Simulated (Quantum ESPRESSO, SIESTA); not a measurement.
# Birch–Murnaghan line for rocksalt HfN, QE, PBEsol

Calculated with Quantum ESPRESSO 7.5: PBEsol; plane waves, GBRV 1.5 ultrasoft, 50/300 Ry; k-mesh 12×12×12. The volume is changed in steps from typed lattice constants. V0 = 11.37 Å³ an atom is where a Birch–Murnaghan fit to this level's pressures, the withheld one apart, crosses zero; rows within 2.5 % of V0 are left out, since F is ill-conditioned there. The typed cell is scaled evenly, with no relaxation, and each row is a single point.

| volume (Å³/atom) | pressure (GPa) |
| --- | --- |
| 10.761 | 17.95 |
| 10.995 | 10.45 |
| 11.697 | -7.721 |
| 11.931 | ? |
| 12.165 | -16.9 |
| 12.399 | -20.79 |
| 12.633 | -24.26 |

Task: Fit the third-order Birch–Murnaghan equation to the rows given and interpolate to the withheld row.

**Working.**

Take the Eulerian strain f = ½[(V0/V)^(2/3) − 1] and the normalised pressure F = P / [3f(1 + 2f)^(5/2)]. The third-order Birch–Murnaghan equation is then the line F = B0 + (3/2)B0(B′ − 4) f, so u = f and v = F.

| u = f | v = F (GPa) |
| --- | --- |
| 0.0186908 | 292.058 |
| 0.0113051 | 291.369 |
| -0.00936260 | 288.190 |
| -0.0220282 | 286.223 |
| -0.0280610 | 285.325 |
| -0.0339069 | 284.266 |

With n = 6: mean u = -0.0105605, mean v = 287.905, Σ(u − ū)² = 0.0023180, Σ(u − ū)(v − v̄) = 0.34695. Slope b = 0.34695 / 0.0023180 = 149.68; intercept a = v̄ − b ū = 289.49.

So B0 = 289.5 GPa and B′ = 4 + 2b/(3a) = 4.34. At the withheld volume f = -0.01580, F = 287.1 GPa, and P = 3f(1 + 2f)^(5/2) F.

Prediction at 11.931: -12.56 GPa. The run gave -12.56 GPa, so the fit is high by 0.0010 GPa (0.0083 % of the value).

A fit to this level's energies over the whole scan gives V0 = 11.378 Å³, B0 = 289.1 GPa and B′ = 4.37. Among the rows given, the largest miss of the fit is at 10.761, by 0.014 GPa (0.033 % of the range of the table).

Limits: The nuclei are static. The DFT runs use Fermi–Dirac occupations of width 0.1 eV, and energies are free energies.

[Hosts, paths, dates, database ids (printed as entryN), source tags and the programs' standing remarks are cut or masked in the printed files.]
